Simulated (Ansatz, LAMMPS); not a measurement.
# Glassy 59SiO2-41ZnO (mol %) (140 atoms): where an added charge goes, part 3 of 4

Aim: add and remove one electron in glassy 59SiO2-41ZnO (mol %) (140 atoms), with atoms held and relaxed, and read trapping energy and localisation.

Ansatz 0.2.0; Kohn-Sham DFT, PBE, PAW (set soft_2), plane waves.

The cell: 32 Si, 22 Zn and 86 O. The quench rate of 50 K/ps is orders of magnitude faster than experiment. The starting topology of bonds comes from the classical model. Sampling is at Γ alone, for a cell whose shortest periodic width is 12 Å.

So far. Step 6 (An extra electron, atoms relaxed): The relaxation converged after 4 steps, 0.0430 eV below its start, with a largest force component of 0.037 eV/Å. Step 6 (An extra electron, atoms relaxed): An extra electron, atoms relaxed: the energy stands 6.80 eV above that of the reference, with a moment of 0.71 μB.

**7. An extra electron, levels at the relaxed geometry**

A single point at the new geometry gives levels and spin density.

The input, input.yaml:

```yaml
crystal:
  lattice:
    - [12.24528, 0.0, 0.0]
    - [0.0, 12.24528, 0.0]
    - [0.0, 0.0, 12.24528]
  atoms:
    - { symbol: Si, position: [0.0898, 0.02576, 0.67816] }
    - { symbol: Si, position: [0.77437, 0.69509, 0.03919] }
    - { symbol: Si, position: [0.67808, 0.27927, 0.70515] }
    - { symbol: Si, position: [0.21835, 0.07832, 0.89215] }
    - { symbol: Si, position: [0.39032, 0.58974, 0.94521] }
    - { symbol: Si, position: [0.83945, 0.12379, 0.9333] }
    [... 128 atom lines left out ...]
    - { symbol: O, position: [0.73369, 0.31603, 0.43386] }
    - { symbol: O, position: [0.03194, 0.82011, 0.24304] }
    - { symbol: O, position: [0.62888, 0.87252, 0.41626] }
    - { symbol: O, position: [0.38872, 0.94196, 0.28701] }
    - { symbol: O, position: [0.00447, 0.86963, 0.03285] }
    - { symbol: O, position: [0.39331, 0.47584, 0.61334] }
total_charge: -1
kpoints:
  mp_grid: { grid: [1, 1, 1] }
hamiltonian:
  xc: pbe
scf:
  occupations: { method: fermi_dirac, width: 0.01 }
  lower_state_search: "off"
output:
  forces: true
  stress: true
  populations: true
  dos:
    method: { smearing: { sigma: 0.15 } }
    de: 0.1
    projected: { site_lists: { O: [O], Si: [Si], Zn: [Zn] } }
  eigenvalues: true
  write_density: true
  write_potential: true
  volumetric_format: npy
magnetization:
  spin_polarized: true
  initial_magnetization: 1
```

On the command line:

```sh
> ansatz run input.yaml --threads 8 --pin off --max-ram 15872MiB --backend cpu --events-out ev --progress --plain --runs-dir out
```

Numbers of over 12 decimals in the logs are rounded to 6 here.

The log of the run:

```text
[...]
Crystal: 140 atoms, lattice volume = 1836.142 Å³
Basis set: ecut = 420 eV, 35825 PW (Γ), exchange–correlation on 180×180×180 points (8 copies of the dense FFT grid, shifted against one another)
Bands: 595, of which v1, the nominal top of the filled ones, is band 455 counted from 1 (454 counted from 0)
Symmetry: 1 space group operations
[...]
k-points: 1
[...]
Starting moments: Σ|m| = 1 μB on 140 of 140 sites
[...]
SCF iter   1: F=—  HF=-142323.319151 eV  |F-HF|=—  |Δ(HF+E_count)|=         —  Δρ=5.70e-2 (↑5.62e-2 ↓5.70e-2)  dr2=1.95e2  dr2_m=2.44e-2  M=1.000 μB ∫|m|=1.012 μB  β_m=1.00  ethr=3.10e-3  ⟨swp⟩=7.0  Hψ=5154  notcnv=0  defer=37
[...]
SCF iter  19: F=-142261.432406 eV  HF=-142261.432406 eV  |F-HF|=3.20e-10  |Δ(HF+E_count)|=   7.83e-9  Δρ=2.45e-7 (↑2.45e-7 ↓1.95e-7)  dr2=2.16e-9  dr2_m=2.96e-10  M=0.715 μB ∫|m|=0.764 μB  ethr=1.17e-12  ⟨swp⟩=4.5  Hψ=5842  notcnv=0
SCF 1 converged in 19 iterations: F = -142261.432406 eV  dr2 = 2.16e-9
[...]
SCF converged after 19 iterations
Magnetization: 0.7152 μB (454.8576 up, 454.1424 down)
Absolute magnetization: 0.7628 μB (∫|ρ↑−ρ↓|, with the PAW one-centre terms)
[...]
Per-site moments (μB) at R_I (Å): [(0.000210727, 0.658993), (0.000543498, 0.665640), (0.000298475, 0.671206), (0.000332621, 0.664409), (0.000556776, 0.662500), [...]
Free energy (F): -142261.432406 eV
[...]
Internal energy: -142261.424221 eV  (E = F + TS)
E sigma→0 (E₀):  -142261.428313 eV
Entropy (-TS):   -0.008186 eV (-0.058 meV/atom)
Fermi energy:    6.798878 eV
[...]
--- Forces (eV/Å), atoms counted from 1 ---
  atom   1  Si     0.01472142    -0.00942663     0.00465284
  atom   2  Si     0.01421964     0.02015062    -0.01181310
  atom   3  Si    -0.00580874    -0.00111297    -0.02204157
  atom   4  Si     0.00418510     0.00489226     0.00304870
  atom   5  Si     0.01005841     0.01869686    -0.03112480
  atom   6  Si    -0.00574484    -0.00629189     0.01050383
  atom   7  Si     0.00088088    -0.00304709     0.01111049
  atom   8  Si     0.00195501     0.01719737     0.00235321
  atom   9  Si    -0.00869430    -0.02181354    -0.03538629
  atom  10  Si    -0.01069052     0.00103913    -0.00718877
  atom  11  Si    -0.00341973    -0.00861960     0.01569320
  atom  12  Si     0.00792624    -0.00782025    -0.01715864
  atom  13  Si    -0.00592784     0.00412118     0.00275610
  atom  14  Si     0.00215767     0.01432176    -0.00167127
[...]
atom 139  O     -0.00490253     0.00193959     0.00657763
  atom 140  O     -0.00068384     0.00039038    -0.00719728
  max |Σ_I F_I| component: 2.52e-5 eV/Å
--- Stress (GPa, compression-positive) ---
        1.734544      -0.351370      -0.250692
       -0.351370       1.924772      -1.022054
       -0.250691      -1.022054       1.479698
  P = ⅓ Tr σ = 1.7130 GPa (17.130 kbar)
--- Band table (eV) ---
[...]
--- Löwdin populations: 140 sites ---
  site symbol       q [e]    m [muB]
     0     Si      2.2578     0.0015
     1     Si      2.3133     0.0040
     2     Si      2.2795     0.0021
[...]
139      O      6.9775     0.0017
  spilling = 0.011243 (of n_electrons = 909.000000)
```

Wall time 2 min (8 threads of Arm Neoverse V1, shared host); peak memory 5.4 GiB.

An extra electron, levels at the relaxed geometry: the energy stands 6.80 eV above that of the reference, with a moment of 0.72 μB.

The levels nearest the highest filled one (over half full), pooled over k-points and spins:

```
level less the highest filled one (eV)  occupation
                                 -2.91           1
                                 -2.88           1
                                 -2.87           1
                                     0       0.858
                                0.0359       0.142
                                  1.08           0
                                  1.13           0
                                  1.27           0
```

Spin density in the bc plane at fractional x = 0.393, with atoms of Si and Zn and O within 0.2 Å of it.

Ten even steps from '0' (-0.40 × 1e-3 e/Å³) to '9' (5.63 × 1e-3 e/Å³), each cell a mean:
```
0011111111111111223100000000000000
0000111111111111111000025200001000
0000000000001100131000023100001100
0000000000000000242001000000000000
0000000000100000000001111110011000
0000001000100000001110001110022100
0000011100000000011100000010000000
0000000111000000000000100000000000
1100000011100000441000000000000011
1100011000000000461000000000000111
1100011000001110000000000000000011
1110000000000011000000000000000001
1111001100011000000000000000000000
1110000100012000012100000000000000
1110000000000000015510000000000001
1110000000000111000000000000000000
0000000001111111111111011000100011
0011001111111222111111038300100494
1121000111112233210111002100100010
1110000122212344311111100011011111
1110002443211234432111111111011111
1111122432211123332111111110000111
1112221111211122221100111110000111
1111221112211112222111111111000011
```
Columns run along b (12.2 Å), rows up along c (12.2 Å). Atoms in or near the plane, at fractional coordinates: Si at (0.59, 0.95), Si at (0.84, 0.20), Si at (0.07, 0.29), Zn at (0.22, 0.06), O at (0.72, 0.28), O at (0.56, 0.42), O at (0.72, 0.90), O at (0.16, 0.58), O at (0.51, 0.84), O at (0.88, 0.76), O at (0.34, 0.44), O at (0.94, 0.29), O at (0.48, 0.61).

**8. Neutral at the geometry of the electron**

The neutral cell at the new geometry gives the energy of that geometry without the charge.

The input, input.yaml:

```yaml
crystal:
  lattice:
    - [12.24528, 0.0, 0.0]
    - [0.0, 12.24528, 0.0]
    - [0.0, 0.0, 12.24528]
  atoms:
    [... the 140 atom lines of step 7 ...]
kpoints:
  mp_grid: { grid: [1, 1, 1] }
hamiltonian:
  xc: pbe
scf:
  occupations: { method: gaussian, width: 0.025 }
output:
  forces: true
  stress: true
  populations: true
  dos:
    method: { smearing: { sigma: 0.15 } }
    de: 0.1
    projected: { site_lists: { O: [O], Si: [Si], Zn: [Zn] } }
  eigenvalues: true
```

The log of the run:

```text
[...]
Crystal: 140 atoms, lattice volume = 1836.142 Å³
Basis set: ecut = 420 eV, 35825 PW (Γ), exchange–correlation on 180×180×180 points (8 copies of the dense FFT grid, shifted against one another)
Bands: 594, of which v1, the nominal top of the filled ones, is band 454 counted from 1 (453 counted from 0)
Symmetry: 1 space group operations
[...]
k-points: 1
[...]
SCF iter   1: F=—  HF=-142268.192863 eV  |F-HF|=—  |Δ(HF+E_count)|=         —  Δρ=2.13e-3  dr2=1.56e-1  ethr=1.77e-3  ⟨swp⟩=6.0  Hψ=2593  notcnv=0  defer=34
[...]
SCF iter  10: F=-142268.179994 eV  HF=-142268.179994 eV  |F-HF|=4.48e-8  |Δ(HF+E_count)|=   8.03e-8  Δρ=1.68e-6  dr2=6.49e-8  ethr=1.10e-11  ⟨swp⟩=12.0  Hψ=3477  notcnv=0
SCF 1 converged in 10 iterations: F = -142268.179994 eV  dr2 = 6.49e-8
[...]
SCF converged after 10 iterations
Free energy (F): -142268.179994 eV
[...]
Internal energy: -142268.179994 eV  (E = F + TS)
E sigma→0 (E₀):  -142268.179994 eV
Fermi energy:    5.306321 eV
[...]
--- Forces (eV/Å), atoms counted from 1 ---
  atom   1  Si     0.04780344    -0.05317942    -0.01306562
  atom   2  Si     0.04464790     0.15485307    -0.11137785
  atom   3  Si    -0.05830406    -0.00963671    -0.12223887
  atom   4  Si    -0.01266028    -0.13265326    -0.14435622
  atom   5  Si     0.04355548     0.10377251    -0.20422666
  atom   6  Si    -0.04936738    -0.14588496    -0.00703131
  atom   7  Si     0.03820407    -0.05055842     0.07172552
  atom   8  Si     0.01629065     0.13420121     0.07927663
  atom   9  Si     0.08857350    -0.16160039    -0.21049761
  atom  10  Si    -0.08173899     0.00129259    -0.13944571
  atom  11  Si    -0.03649299    -0.04896977     0.11247308
  atom  12  Si     0.02097414     0.09885809    -0.14744529
  atom  13  Si    -0.02583369    -0.00399900    -0.02422902
  atom  14  Si    -0.05434904     0.20405200     0.02785587
[...]
atom 139  O      0.00070481    -0.06559075     0.05144575
  atom 140  O     -0.02183889     0.02956820    -0.00773884
  max |Σ_I F_I| component: 6.59e-5 eV/Å
--- Stress (GPa, compression-positive) ---
        1.411659      -0.398399      -0.275685
       -0.398399       1.642669      -1.062817
       -0.275684      -1.062817       1.191361
  P = ⅓ Tr σ = 1.4152 GPa (14.152 kbar)
--- Band table (eV) ---
[...]
--- Löwdin populations: 140 sites ---
  site symbol       q [e]
     0     Si      2.2528
     1     Si      2.3063
     2     Si      2.2740
[...]
139      O      6.9746
  spilling = 0.011201 (of n_electrons = 908.000000)
```

The job ended after 34 s (8 threads; peak memory 3.1 GiB; 4.3 min of CPU time).

Neutral at the geometry of the electron: the energy stands 0.0533 eV above that of the reference.

**9. An extra hole, atoms held**

The electron count changes by one with the atoms held: a vertical process, on a uniform background, with spin and a narrow Fermi–Dirac smearing. Its energy against the neutral cell hangs on the program's zero of potential.

input.yaml: that of step 8 with these lines changed.

```diff
@@ -6,3 +6,4 @@
   atoms:
-    [... the 140 atom lines of step 7 ...]
+    [... the 140 atom lines of step 4 ...]
+total_charge: 1
 kpoints:
@@ -12,3 +13,4 @@
 scf:
-  occupations: { method: gaussian, width: 0.025 }
+  occupations: { method: fermi_dirac, width: 0.01 }
+  lower_state_search: "off"
 output:
@@ -22 +24,7 @@
   eigenvalues: true
+  write_density: true
+  write_potential: true
+  volumetric_format: npy
+magnetization:
+  spin_polarized: true
+  initial_magnetization: 1
```

The log of the run:

```text
[...]
Crystal: 140 atoms, lattice volume = 1836.142 Å³
Basis set: ecut = 420 eV, 35825 PW (Γ), exchange–correlation on 180×180×180 points (8 copies of the dense FFT grid, shifted against one another)
Bands: 594, of which v1, the nominal top of the filled ones, is band 454 counted from 1 (453 counted from 0)
Symmetry: 1 space group operations
[...]
k-points: 1
[...]
Starting moments: Σ|m| = 1 μB on 140 of 140 sites
[...]
SCF iter   1: F=—  HF=-142341.476823 eV  |F-HF|=—  |Δ(HF+E_count)|=         —  Δρ=6.01e-2 (↑5.93e-2 ↓6.01e-2)  dr2=2.16e2  dr2_m=4.57e-1  M=1.000 μB ∫|m|=1.056 μB  β_m=1.00  ethr=3.10e-3  ⟨swp⟩=7.0  Hψ=5152  notcnv=0  defer=39
[...]
SCF iter   4: F=—  HF=-142273.869845 eV  |F-HF|=—  |Δ(HF+E_count)|=    6.58e0  Δρ=1.39e-2 (↑1.02e-2 ↓1.39e-2)  dr2=1.28e1  dr2_m=2.76e-1  M=0.531 μB ∫|m|=0.685 μB  β_m=0.30  ethr=3.10e-3  ⟨swp⟩=2.0  Hψ=1674  notcnv=0  defer=266
[...]
SCF iter  14: F=—  HF=-142271.975527 eV  |F-HF|=—  |Δ(HF+E_count)|=   5.79e-3  Δρ=2.80e-3 (↑1.33e-3 ↓2.80e-3)  dr2=4.37e-1  dr2_m=3.32e-2  M=0.979 μB ∫|m|=1.065 μB  β_m=0.30  ethr=5.03e-5  ⟨swp⟩=2.0  Hψ=938  notcnv=0  defer=268
[...]
SCF iter  16: F=—  HF=-142271.981380 eV  |F-HF|=—  |Δ(HF+E_count)|=   5.81e-4  Δρ=2.97e-3 (↑9.45e-4 ↓2.97e-3)  dr2=3.91e-1  dr2_m=3.71e-2  M=0.987 μB ∫|m|=1.080 μB  β_m=0.28  ethr=4.82e-5  ⟨swp⟩=1.5  Hψ=1292  notcnv=0  defer=268
[...]
SCF iter  47: F=—  HF=-142271.948848 eV  |F-HF|=—  |Δ(HF+E_count)|=   2.63e-8  Δρ=2.08e-6 (↑4.97e-7 ↓2.08e-6)  dr2=2.47e-7  dr2_m=1.79e-8  M=0.996 μB ∫|m|=1.091 μB  β_m=0.38  ethr=7.67e-11  ⟨swp⟩=1.5  Hψ=921  notcnv=0  defer=268
SCF iter  48: F=-142271.948848 eV  HF=-142271.948848 eV  |F-HF|=7.31e-8  |Δ(HF+E_count)|=   1.50e-8  Δρ=6.61e-7 (↑3.54e-7 ↓6.61e-7)  dr2=9.85e-8  dr2_m=1.46e-9  M=0.996 μB ∫|m|=1.091 μB  ethr=1.10e-11  ⟨swp⟩=16.5  Hψ=9377  notcnv=0
SCF 1 converged in 48 iterations: F = -142271.948848 eV  dr2 = 9.85e-8
[...]
SCF converged after 48 iterations
Magnetization: 0.9957 μB (453.9978 up, 453.0022 down)
Absolute magnetization: 1.0927 μB (∫|ρ↑−ρ↓|, with the PAW one-centre terms)
[...]
Per-site moments (μB) at R_I (Å): [(-3.5691690458523703e-5, 0.659704), (-3.4499418503491594e-6, 0.666250), (-0.000157082, 0.671693), (-5.865633647717035e-6, 0.664300), (-4.2395161111779804e-5, [...]
Free energy (F): -142271.948848 eV
[...]
Internal energy: -142271.928825 eV  (E = F + TS)
E sigma→0 (E₀):  -142271.938836 eV
Entropy (-TS):   -0.020022 eV (-0.143 meV/atom)
Fermi energy:    3.612167 eV
[...]
Σ components = -142271.948848   (vs F -142271.948848, Δ=0.00e0)
--- Forces (eV/Å), atoms counted from 1 ---
  atom   1  Si     0.23239377    -0.15994429    -0.02455124
  atom   2  Si     0.06062498     0.02753095     0.09748442
  atom   3  Si    -0.01424385     0.08007693    -0.11471463
  atom   4  Si    -0.03676567    -0.15436906     0.05268331
[...]
atom 140  O     -0.02549461    -0.01107049     0.12031969
  max |Σ_I F_I| component: 1.25e-4 eV/Å
--- Stress (GPa, compression-positive) ---
        1.702837      -0.391892      -0.263955
       -0.391892       1.966070      -1.069761
       -0.263954      -1.069761       1.449258
  P = ⅓ Tr σ = 1.7061 GPa (17.061 kbar)
--- Band table (eV) ---
[...]
--- Löwdin populations: 140 sites ---
  site symbol       q [e]    m [muB]
     0     Si      2.2474    -0.0007
     1     Si      2.3015    -0.0001
     2     Si      2.2686    -0.0011
[...]
139      O      6.9750     0.0039
  spilling = 0.011125 (of n_electrons = 907.000000)
```

The job ended after 2.4 min (8 threads; peak memory 5.4 GiB; 18 min of CPU time).

An extra hole, atoms held: the energy stands 3.72 eV below that of the reference, with a moment of 1.00 μB.

The levels nearest the highest filled one (over half full), pooled over k-points and spins:

| level less the highest filled one (eV) | occupation |
| --- | --- |
| -0.0296 | 0.962 |
| -0.0156 | 0.861 |
| -0.0023 | 0.624 |
| 0 | 0.568 |
| 3.22 | 0 |
| 3.23 | 0 |
| 4.31 | 0 |
| 4.32 | 0 |

Spin density in the bc plane at fractional x = 0.394, with atoms of Si and Zn and O within 0.2 Å of it.

Ten even steps from '0' (-0.03 × 1e-2 e/Å³) to '9' (3.35 × 1e-2 e/Å³), each cell a mean:
```
0000000000000000000000000000000000
0000000000000000000000000000000000
0000000000000000000000000000000000
0000000001100000011000000000000000
0000000049720000000000000000000000
0000000028820000000000000000000000
0000000001100000000000010000000000
0000000000000000000000120000000000
0000000000000000000000000000000000
0000121000000000100000000000000000
0000241000000000000000000000000000
0000000000000000000000000000000000
0000000000000000000000000000000000
0000000000000000000000000000000000
0000000000000000000000000000000000
0000000000000000000000000000000000
0000000000000000000000000000000010
0000000000000000000000000000000010
0000000000000000000000000000000000
0000000000000000000000000000000000
0000000000000000000000000000000000
0000000210000000000000000000000000
0000000420000000000000000000000000
0000000000000000000000000000000000
```
Columns run along b (12.2 Å), rows up along c (12.2 Å). Atoms in or near the plane, at fractional coordinates: Si at (0.59, 0.95), Si at (0.84, 0.20), Si at (0.07, 0.29), Zn at (0.22, 0.06), O at (0.72, 0.28), O at (0.55, 0.42), O at (0.72, 0.90), O at (0.16, 0.58), O at (0.51, 0.84), O at (0.88, 0.76), O at (0.34, 0.44), O at (0.94, 0.29), O at (0.48, 0.61).

[end of part 3 of 4]

[Logs are printed without paths, hosts, clocks, repeated set-up lines and the standing remarks that a program may print on its own settings, such as how far it seeks lower states.]

[Hosts, paths, dates, database ids (printed as entryN), source tags and the programs' standing remarks are cut or masked in the printed files.]
